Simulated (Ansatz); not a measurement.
**AlN (P6_3mc): how G0W0 depends on its starting point**

One-shot GW is not self-consistent; how far does the start matter for AlN (P6_3mc)?

Main program and level: Ansatz 0.2.0; G0W0 on several functionals, plane waves, PAW.

The database entry behind the starting cell differs from later determinations by our own check (inner coordinate u about 0.002 short), so it need not match the best structure at ambient conditions.

In doubt: masses and optical values from hybrid runs of this build are listed as unsure (step 4), which bears on the screening that GW takes from such a start.

## Step 1: Starting point

Symmetry: P6_3mc, No. 186, hexagonal system. Conventional cell: a = 3.113 Å, b = 3.113 Å, c = 4.981 Å, α = 90.00°, β = 90.00°, γ = 120.00°. Al has 4 N at 1.89 Å nearest. Nearest to N lie 4 Al at 1.89 Å. Farther neighbours and most contacts between anions are not listed.

Structure file:

```cif
data_structure
_symmetry_space_group_name_H-M 'P 1'
_symmetry_Int_Tables_number 1
_cell_length_a 3.1130
_cell_length_b 3.1130
_cell_length_c 4.9810
_cell_angle_alpha 90.000
_cell_angle_beta 90.000
_cell_angle_gamma 120.000
_cell_volume 41.80
loop_
_atom_site_label
_atom_site_type_symbol
_atom_site_fract_x
_atom_site_fract_y
_atom_site_fract_z
_atom_site_occupancy
Al1 Al 0.33333 0.66667 0.00000 1
Al2 Al 0.66667 0.33333 0.50000 1
N3 N 0.33333 0.66667 0.38000 1
N4 N 0.66667 0.33333 0.88000 1
```

The cell and positions come from the Crystallography Open Database and are kept as given unless a step says otherwise. The default PAW set here is soft_2. Its files were made with PBE.

## Step 2: G0W0 on PBE

G0W0 replaces the xc potential by the self-energy, built once from these orbitals. Only a window of levels is corrected, while the sums run over the empty bands that the input names.

This step: G0W0 on PBE, plane waves, PAW.

The input, input.yaml:

```yaml
crystal:
  lattice:
    - [3.113, 0.0, 0.0]
    - [-1.5565, 2.695937082, 0.0]
    - [0.0, 0.0, 4.981]
  atoms:
    - { symbol: Al, position: [0.3333333333, 0.6666666667, 0.0] }
    - { symbol: Al, position: [0.6666666667, 0.3333333333, 0.5] }
    - { symbol: "N", position: [0.3333333333, 0.6666666667, 0.38] }
    - { symbol: "N", position: [0.6666666667, 0.3333333333, 0.88] }
kpoints:
  mp_grid: { grid: [6, 6, 4] }
hamiltonian:
  xc: pbe
scf:
  occupations: { method: fixed }
gw:
  n_empty_bands: 124
  ecut_chi: 120
  qp_bands: [v2, c2]
  qp_kpoints: band_edges
  screening: { model: contour_deformation }
```

The run is started by

```bash
ansatz run input.yaml --threads 2 --pin off --max-ram 92160MiB --backend cuda --events-out ev --progress --plain --runs-dir out --devices 1 --max-vram 13GiB  # rebuilt from the run's record
```

Numbers of over 12 decimals in the logs are rounded to 6 here.

Output:

```text
GPUs: using 1 of 1 available (devices: 1).
Engine: ansatz 0.2.0, x86_64-unknown-linux-gnu
Pseudopotentials: kind: paw
Pseudopotential: Al, paw, valence charge 3, recommended cutoff 420 eV (normal), Al.paw.azcp
Pseudopotential: N, paw, valence charge 5, recommended cutoff 420 eV (normal), N.paw.azcp
Functional definition: PBE
  parameter kappa = 0.804
  parameter beta = 0.066725
  exchange = pbe_x(kappa = kappa, mu = beta*pi^2/3)
  correlation = pbe_c(beta = beta)
device memory: the entry about to start is reckoned to put 0.5 GiB on a device that reports 61.5 GiB free (of which the cap on the GPU budget leaves the run 13.0 GiB)
GPU FFT provider: cuFFT
GPU libraries: cuBLAS 13.8.2, cuFFT 12.4.0, cuSOLVER 12.3.4
Crystal: 4 atoms, lattice volume = 41.803 Å³
Basis set: ecut = 420 eV, 809 PW (Γ)
Bands: 12, of which v1, the nominal top of the filled ones, is band 8 counted from 1 (7 counted from 0)
Symmetry: 12 space group operations
Space group: P63mc (ITA 186), of the structure as read, at distance tolerance 3.5e-5 Å
k-points: 21 of 144 (time reversal used)
Non-local potential: Al, projectors of the file, l = 0: 2, l = 1: 2, l = 2: 1
Non-local potential: N, projectors of the file, l = 0: 2, l = 1: 2, l = 2: 1
PAW form: soft (Blöchl's): semilocal exchange-correlation on the pseudo side does not see the compensation charge
PAW one-centre angular grid: Al, 110 points (default); XC on 64 Gauss nodes
PAW one-centre angular grid: N, 110 points (default); XC on 64 Gauss nodes
Initial density: superposition of atomic densities (neutral atoms: chi_scale 0, normalization atom), corrected by the library's trained network
Initial wavefunctions: pseudopotential atomic-orbital guess
GPU buffer pool allocated for 20736 grid points (all kernels)
GPU transforms: local potential and band sums: pruned to the plane-wave sphere, on 24×24×36
Functional: x = pbe(κ = 0.804, μ = 0.219515), c = pbe(β = 0.066725)
SCF iter   1: F=—  HF=-1848.496222 eV  |F-HF|=—  |Δ(HF+E_count)|=         —  Δρ=8.06e-4  dr2=1.23e-4  ethr=1.77e-3  ⟨swp⟩=4.5  Hψ=1407  notcnv=0  defer=34
preconditioner: auto → none  [insulator: Δε(μ)=4.209 eV  Ē_g=13.121 eV  n_scr=2 (ndim 8)  ℏωp=23.0 eV  f_vac=0.000  ε∞_Penn≈4.1]
SCF iter   2: F=—  HF=-1848.496563 eV  |F-HF|=—  |Δ(HF+E_count)|=   3.41e-4  Δρ=4.18e-4  dr2=2.10e-5  ethr=7.66e-7  ⟨swp⟩=2.1  Hψ=624  notcnv=0  defer=42
SCF iter   3: F=—  HF=-1848.496630 eV  |F-HF|=—  |Δ(HF+E_count)|=   6.67e-5  Δρ=1.78e-4  dr2=5.27e-6  ethr=1.31e-7  ⟨swp⟩=2.0  Hψ=378  notcnv=0  defer=17
iter 4 did not close the SCF: its close was put off for the readings that it lacked (scf_convergence_deferred on its scf_iter line)
SCF iter   4: F=-1848.496645 eV  HF=-1848.496645 eV  |F-HF|=3.37e-8  |Δ(HF+E_count)|=   1.52e-5  Δρ=1.56e-5  dr2=4.88e-8  ethr=3.30e-8  ⟨swp⟩=2.0  Hψ=419  notcnv=0  defer=42
iter 5 did not close the SCF: its close was put off for the readings that it lacked (scf_convergence_deferred on its scf_iter line)
SCF iter   5: F=-1848.496645 eV  HF=-1848.496645 eV  |F-HF|=4.88e-9  |Δ(HF+E_count)|=   4.22e-8  Δρ=4.35e-6  dr2=3.32e-9  ethr=3.05e-10  ⟨swp⟩=2.8  Hψ=447  notcnv=0  defer=42
SCF iter   6: F=-1848.496645 eV  HF=-1848.496645 eV  |F-HF|=2.09e-11  |Δ(HF+E_count)|=   5.49e-9  Δρ=2.51e-7  dr2=1.37e-11  ethr=2.08e-11  ⟨swp⟩=3.9  Hψ=1354  notcnv=0
SCF 1 converged in 6 iterations: F = -1848.496645 eV  dr2 = 1.37e-11
  greatest PAW one-centre occupation: 0.788 electrons in one spin orbital (limit 2), on the N atom at site 3 (counted from 0), in its partial waves of l = 0
device memory: the entry about to start is reckoned to put 0.5 GiB on a device that reports 60.6 GiB free (of which the cap on the GPU budget leaves the run 13.0 GiB)
NSCF: frozen V_eff on 21 k-points, pencils in batches of 32, up to order 48
the band table was solved once the SCF had ended and its energy, with any forces and stress, was formed, with the checks that follow a solve (1535 applications of the Hamiltonian). They found nothing against the state; the energy, forces and stress were not computed again (output.eigenvalues in the input reference)
device memory: the entry about to start is reckoned to put 1.7 GiB on a device that reports 60.6 GiB free (of which the cap on the GPU budget leaves the run 13.0 GiB)
NSCF: frozen V_eff on 21 k-points
G₀W₀ screening: q 1/21
[... further progress lines ...]
SCF converged after 6 iterations
Free energy (F): -1848.496645 eV
Harris-Foulkes:  -1848.496645 eV  (|F-HF|=2.09e-11)
Internal energy: -1848.496645 eV  (E = F + TS)
E sigma→0 (E₀):  -1848.496645 eV
Fermi energy:    7.120255 eV
--- Per-component energies (eV) ---
  E_band       = 30.386739
  E_kinetic    = 318.964257
  E_local      = -448.284511  (includes V_loc(G=0)·N_el)
  E_nonlocal   = 110.839674
  E_hartree    = 155.696542
  E_xc         = -203.726760
  E_vxc        = -215.996782  (∫ρ·V_xc dr)
  E_paw        = -1190.322772  (= ΣΔE_a)
  E_vpaw       = -46.529234  (= ΣTr[D̂ρ^β])
  E_aug_tail   = 0.000194  (compensation charges beyond the density's cutoff)
  E_ewald      = -591.663270
  E_smearing   = -0.000000  (= −TS)
  E_closure    = 0.000000  (closes the sum)
  Σ components = -1848.496645   (vs F -1848.496645, Δ=0.00e0)
--- Band table (eV; the first three rows and the last of 21) ---
  k-point 0: bands = [... 4 lower, 6.2913, 6.9408, 6.9408, 7.1203, 11.3329, 13.7887, 17.7307, 18.2934]
  k-point 1: bands = [... 4 lower, 6.3817, 6.3817, 6.8408, 6.8408, 12.2882, 13.9058, 17.4023, 18.2604]
  k-point 2: bands = [... 4 lower, 6.6064, 6.6064, 6.6064, 6.6064, 13.5862, 13.5862, 17.4715, 17.4715]
  k-point 20: bands = [... 4 lower, 3.3013, 3.3013, 6.3424, 6.3424, 14.5526, 14.5526, 14.9886, 14.9886]
--- G₀W₀: contour deformation, 6 samples at zero and on the imaginary axis and 2 off it, 144 q-points, 124 empty bands' worth ---
  eigenvalues of the whole cell's RPA ε∞ on this k-mesh (on a slab, of 1 + 4πα/V) = 4.2250, 4.2250, 4.3740; static W/v taken at q = 0 is 0.234328
  bands read: the sum over 132 bands ends inside a degenerate multiplet in 1 slot, whose members it reads at an even weight; the widest, k=19: bands 132 to 133 (counted from 1) at 1/2 each
  gw.qp_kpoints: band_edges: 15 of 21 stored k-points solved, in 1 pass; an edge of the gap read off the rows below is read off those points alone
    valence top: of the k-points left out ik 13 came nearest to being solved in a further pass, in band 8 (counted from 1, as in the quasiparticle table): it holds the edge there only if its correction is more favourable than any solved in that band by at least 0.534 eV; those differ by 0.276 eV
    conduction bottom: of the k-points left out ik 16 came nearest to being solved in a further pass, in band 9 (counted from 1, as in the quasiparticle table): it holds the edge there only if its correction is more favourable than any solved in that band by at least 1.303 eV; those differ by 0.468 eV
    ik  band        ε_KS         Σx   Σc(E_QP)       V_xc       Z   E_QP_lin       E_QP  E_QP is
     0     7      6.9408   -21.7199     3.2176   -17.6741  0.7829     6.1062     6.1125  root
     0     8      7.1203   -21.7804     3.1691   -17.8147  0.7830     6.3179     6.3236  root
     0     9     11.3329    -9.7927    -3.8603   -14.4516  0.8175    12.1356    12.1314  root
     0    10     13.7887    -7.9298    -4.3913   -13.1978  0.8235    14.6714    14.6655  root
     1     7      6.8408   -21.7229     3.2497   -17.6303  0.7824     5.9913     5.9979  root
     1     8      6.8408   -21.7229     3.2497   -17.6303  0.7824     5.9913     5.9979  root
     1     9     12.2882   -10.1336    -3.9338   -14.9349  0.8112    13.1610    13.1557  root
     1    10     13.9058    -8.2242    -4.4171   -13.5428  0.8193    14.8137    14.8072  root
     2     7      6.6064   -21.7192     3.3169   -17.5271  0.7813     5.7238     5.7312  root
     2     8      6.6064   -21.7192     3.3169   -17.5271  0.7813     5.7238     5.7312  root
     2     9     13.5862    -9.3620    -4.3214   -14.6289  0.8088    14.5391    14.5317  root
     2    10     13.5862    -9.3620    -4.3214   -14.6289  0.8088    14.5391    14.5317  root
     3     7      6.8621   -21.7950     3.2491   -17.7082  0.7824     6.0179     6.0244  root
     3     8      6.9497   -21.7534     3.2150   -17.7179  0.7823     6.1230     6.1292  root
     3     9     12.6160   -10.1082    -3.9992   -14.9997  0.8093    13.5141    13.5083  root
     3    10     14.8485    -7.8847    -4.5558   -13.3760  0.8169    15.7915    15.7839  root
     4     7      6.5937   -21.5314     3.2799   -17.3754  0.7814     5.7103     5.7177  root
     4     8      6.7039   -21.7231     3.2831   -17.5788  0.7819     5.8356     5.8426  root
     4     9     13.0506    -9.6056    -4.1249   -14.6261  0.8086    13.9524    13.9462  root
     4    10     14.8757    -8.2323    -4.6063   -13.7948  0.8091    15.8404    15.8319  root
     6     7      6.2571   -21.2756     3.3113   -17.0532  0.7803     5.3377     5.3460  root
     6     8      6.6040   -21.7682     3.3133   -17.5811  0.7814     5.7228     5.7301  root
     6     9     13.3766    -7.1766    -4.2778   -12.2039  0.8199    14.1305    14.1261  root
     6    10     13.8361    -6.1822    -4.3829   -11.2594  0.8191    14.5346    14.5305  root
[...]
18     7      4.7538   -20.7521     3.6550   -16.0247  0.7710     3.6668     3.6814  root
    18     8      4.7538   -20.7521     3.6550   -16.0247  0.7710     3.6668     3.6814  root
    18     9     12.1886    -4.8746    -4.1330    -9.4852  0.8334    12.6677    12.6661  root
    18    10     15.4863    -7.6781    -4.7886   -13.4191  0.7936    16.4491    16.4387  root
    20     7      6.3424   -21.7357     3.3633   -17.4711  0.7799     5.4329     5.4410  root
    20     8      6.3424   -21.7357     3.3633   -17.4711  0.7799     5.4329     5.4410  root
    20     9     14.5526    -6.8562    -4.5533   -12.2093  0.8056    15.3587    15.3524  root
    20    10     14.5526    -6.8562    -4.5533   -12.2093  0.8056    15.3587    15.3524  root
```

Run time: 13 s. Hardware: 1 × NVIDIA H100 80GB HBM3 (shared by 6 runs) with 2 threads of AMD EPYC 7R13 (Zen 3), shared host; peak memory 1.1 GiB.

Reading the cycles: dr2 is the Hartree energy of the density residual (eV), the measure of convergence; HF is the Harris–Foulkes estimate of the energy, which meets the free energy F at convergence.

This step gave:

* bands summed: 132
* RPA ε∞ on this mesh (eigenvalues): 4.225, 4.225, 4.374
* plane waves in the screening matrix: 135
* q-points in the mesh: 144
* G0W0 gap on the mesh: 5.808 eV
* k of the valence top: 0, 0, 0
* k of the conduction bottom: 0, 0, 0
* starting gap on the mesh: 4.213 eV
* Z at the valence top: 0.7830
* Z at the conduction bottom: 0.8175
* least direct G0W0 gap on the computed points: 5.808 eV

The gap on the mesh goes from 4.21 eV to 5.81 eV, a correction of +1.60 eV. Between the two edge states, bare exchange in place of the xc potential would open the gap by 8.62 eV, and correlation takes back 7.03 eV.

## Step 3: G0W0 on LDA

One-shot GW remembers its start. Another functional's orbitals and levels show by how much.

This step: G0W0 on LDA, plane waves, PAW.

Edit input.yaml of step 2 so:

```diff
@@ -13,3 +13,3 @@
 hamiltonian:
-  xc: pbe
+  xc: lda
 scf:
```

Output:

```text
GPUs: using 1 of 1 available (devices: 1).
[...]
GPU FFT provider: cuFFT
GPU libraries: cuBLAS 13.8.2, cuFFT 12.4.0, cuSOLVER 12.3.4
Crystal: 4 atoms, lattice volume = 41.803 Å³
Basis set: ecut = 420 eV, 809 PW (Γ)
Bands: 12, of which v1, the nominal top of the filled ones, is band 8 counted from 1 (7 counted from 0)
[... 1 set-up line as in the run before ...]
[...]
k-points: 21 of 144 (time reversal used)
[...]
GPU buffer pool allocated for 20736 grid points (all kernels)
[...]
SCF iter   1: F=—  HF=-1779.710008 eV  |F-HF|=—  |Δ(HF+E_count)|=         —  Δρ=9.24e-3  dr2=4.11e-2  ethr=1.77e-3  ⟨swp⟩=4.4  Hψ=1406  notcnv=0  defer=36
[...]
SCF iter   6: F=-1779.697328 eV  HF=-1779.697328 eV  |F-HF|=2.50e-12  |Δ(HF+E_count)|=   1.64e-9  Δρ=5.33e-7  dr2=5.01e-11  ethr=4.22e-11  ⟨swp⟩=3.0  Hψ=1246  notcnv=0
SCF 1 converged in 6 iterations: F = -1779.697328 eV  dr2 = 5.01e-11
[...]
NSCF: frozen V_eff on 21 k-points, pencils in batches of 32, up to order 48
[...]
NSCF: frozen V_eff on 21 k-points
G₀W₀ screening: q 1/21
[... further progress lines ...]
SCF converged after 6 iterations
Free energy (F): -1779.697328 eV
[...]
Internal energy: -1779.697328 eV  (E = F + TS)
E sigma→0 (E₀):  -1779.697328 eV
Fermi energy:    6.822865 eV
[...]
--- Band table (eV; the first three rows and the last of 21) ---
  k-point 0: bands = [... 4 lower, 5.9901, 6.6447, 6.6447, 6.8229, 11.0615, 13.3787, 17.2997, 17.7988]
  k-point 1: bands = [... 4 lower, 6.0812, 6.0812, 6.5438, 6.5438, 11.9918, 13.5108, 16.9644, 17.7704]
  k-point 2: bands = [... 4 lower, 6.3075, 6.3075, 6.3075, 6.3075, 13.2441, 13.2441, 16.9976, 16.9976]
  k-point 20: bands = [... 4 lower, 2.9628, 2.9628, 6.0375, 6.0375, 14.1285, 14.1285, 14.5696, 14.5696]
[...]
0     7      6.6447   -21.6822     3.1683   -17.8440  0.7814     5.9707     5.9747  root
     0     8      6.8229   -21.7498     3.1239   -17.9861  0.7815     6.1794     6.1830  root
     0     9     11.0615    -9.8992    -3.9266   -14.7639  0.8150    12.0055    11.9996  root
     0    10     13.3787    -8.0201    -4.4776   -13.6443  0.8216    14.5358    14.5253  root
     1     7      6.5438   -21.6852     3.2000   -17.8020  0.7809     5.8563     5.8606  root
     1     8      6.5438   -21.6852     3.2000   -17.8020  0.7809     5.8563     5.8606  root
     1     9     11.9918   -10.2066    -4.0117   -15.2388  0.8089    13.0200    13.0123  root
     1    10     13.5108    -8.2976    -4.5032   -13.9526  0.8175    14.6734    14.6625  root
[...]
20     7      6.0375   -21.7000     3.3138   -17.6524  0.7783     5.2984     5.3037  root
    20     8      6.0375   -21.7000     3.3138   -17.6524  0.7783     5.2984     5.3037  root
    20     9     14.1285    -6.9286    -4.6537   -12.6695  0.8039    15.2278    15.2157  root
    20    10     14.1285    -6.9286    -4.6537   -12.6695  0.8039    15.2278    15.2157  root
```

Run time: 5.5 s. Hardware: 1 × NVIDIA H100 80GB HBM3 (shared by 6 runs) with 2 threads; peak memory 1.1 GiB; 7.4 s of CPU time.

Numbers from this step:

- bands summed: 132
- RPA ε∞ on this mesh (eigenvalues): 4.304, 4.304, 4.447
- plane waves in the screening matrix: 135
- q-points in the mesh: 144
- G0W0 gap on the mesh: 5.817 eV
- k of the valence top: 0, 0, 0
- k of the conduction bottom: 0, 0, 0
- starting gap on the mesh: 4.239 eV
- Z at the valence top: 0.7815
- Z at the conduction bottom: 0.8150
- least direct G0W0 gap on the computed points: 5.817 eV

Against the run with 6×6×4 mesh, 124 empty bands, screening to 120 eV on PBE, the gap moves by +0.009 eV, while the start moved by +0.03 eV.

## Step 4: G0W0 on HSE06

This step: G0W0 on HSE06, plane waves, PAW.

Edit input.yaml of step 3 so:

```diff
@@ -13,3 +13,3 @@
 hamiltonian:
-  xc: lda
+  xc: hse06
 scf:
```

Output:

```text
GPUs: using 1 of 1 available (devices: 1).
[...]
davidson cushion auto → on  (no smearing: the cushion is to keep the highest requested band from converging to the state above it; pin scf.eigensolver.cushion to override)
[...]
GPU FFT provider: cuFFT
GPU libraries: cuBLAS 13.8.2, cuFFT 12.4.0, cuSOLVER 12.3.4
Crystal: 4 atoms, lattice volume = 41.803 Å³
Basis set: ecut = 420 eV, 809 PW (Γ)
[...]
1     9     12.7672    -9.6505    -3.8068   -14.1134  0.8351    13.4257    13.4233  root
     1    10     14.4818    -7.9623    -4.1704   -12.7691  0.8419    15.1207    15.1183  root
[...]
20     7      5.3495   -21.7424     3.0331   -18.4044  0.8071     5.0439     5.0446  root
    20     8      5.3495   -21.7424     3.0331   -18.4044  0.8071     5.0439     5.0446  root
    20     9     15.1067    -6.5116    -4.2821   -11.3257  0.8308    15.6408    15.6387  root
    20    10     15.1067    -6.5116    -4.2821   -11.3257  0.8308    15.6408    15.6387  root
[key lines of the parts left out:]
Free energy (F): -1849.421244 eV
Fermi energy:    6.201042 eV
```

The job ended after 38 s (1 × NVIDIA H100 80GB HBM3 (shared by 6 runs) with 2 threads; peak memory 1.4 GiB; 43 s of CPU time).

This step gave:

```
bands summed                                 : 132
RPA ε∞ on this mesh (eigenvalues)            : 3.575, 3.575, 3.685
plane waves in the screening matrix          : 135
G0W0 gap on the mesh                         : 6.445 eV
k of the valence top                         : 0, 0, 0
k of the conduction bottom                   : 0, 0, 0
starting gap on the mesh                     : 5.580 eV
least direct G0W0 gap on the computed points : 6.445 eV
```

Against the run with 6×6×4 mesh, 124 empty bands, screening to 120 eV on LDA, the gap moves by +0.63 eV, while the start moved by +1.34 eV.

## Step 5: The starts together

All on the 6×6×4 mesh with 124 empty bands and screening to 120 eV. Times are wall times on 1 × NVIDIA H100 80GB HBM3 (shared by 6 runs) with 2 threads of AMD EPYC 7R13 (Zen 3), shared host, good to a factor of about two.

| start | starting gap (eV) | shift (eV) | G0W0 gap (eV) | RPA ε∞ (harmonic mean) | Z (valence, conduction) | time |
| --- | --- | --- | --- | --- | --- | --- |
| PBE | 4.21 | +1.60 | 5.81 | 4.27 | 0.78, 0.82 | 13 s |
| LDA | 4.24 | +1.58 | 5.82 | 4.35 | 0.78, 0.82 | 5.5 s |
| HSE06 | 5.58 | +0.87 | 6.44 | 3.61 | 0.81, 0.84 | 38 s |

The parts of the quasiparticle energy at the two band edges (eV; QP = start + Σx + Σc − Vxc):

| run | edge | start | Σx | Σc | Vxc | Z | QP |
| --- | --- | --- | --- | --- | --- | --- | --- |
| PBE | valence top | 7.12 | -21.78 | 3.17 | -17.81 | 0.78 | 6.32 |
| PBE | conduction bottom | 11.33 | -9.79 | -3.86 | -14.45 | 0.82 | 12.13 |
| LDA | valence top | 6.82 | -21.75 | 3.12 | -17.99 | 0.78 | 6.18 |
| LDA | conduction bottom | 11.06 | -9.90 | -3.93 | -14.76 | 0.81 | 12.00 |
| HSE06 | valence top | 6.20 | -21.79 | 2.88 | -18.66 | 0.81 | 5.95 |
| HSE06 | conduction bottom | 11.78 | -9.39 | -3.74 | -13.75 | 0.84 | 12.40 |

For a hybrid start, Vxc holds its share of exact exchange.

## Step 6: Outcome

```json
{"G0W0@PBE": "5.81 eV (start 4.21 eV)", "G0W0@LDA": "5.82 eV (start 4.24 eV)", "G0W0@HSE06": "6.44 eV (start 5.58 eV)", "known limits": "not at the basis limit"}
```

In words: The starting gaps span 1.37 eV and the G0W0 gaps 0.64 eV. Between PBE and HSE06, 0.64 eV of the 1.37 eV survives, 47 %. HSE06 screens less than PBE (ε∞ 3.61 against 4.27). Of the 0.64 eV by which its G0W0 gap is higher, the correlation part gives +0.41 eV, and exchange with the one-particle terms, which follow the orbitals, +0.23 eV. The smallest correction, +0.87 eV, is on HSE06, the start nearest to reproducing itself. Bands and cutoff are finite, so the gap is not at the basis limit. The miss can reach some tenths of an eV and take either sign; the mesh is an error of its own.

[Paths, hosts, dates, memory and timing lines, banners, echoed tables and standing remarks are left out of the program output.]

[Logs are printed without paths, hosts, clocks, repeated set-up lines and the standing remarks that a program may print on its own settings, such as how far it seeks lower states.]

[Runs of the session that timed out or met a known fault of the program may be left out.]

[Cells called generated may have been cut or substituted from an entry of the Crystallography Open Database or the Materials Project.]

[Hosts, paths, dates, database ids (printed as entryN), source tags and the programs' standing remarks are cut or masked in the printed files.]
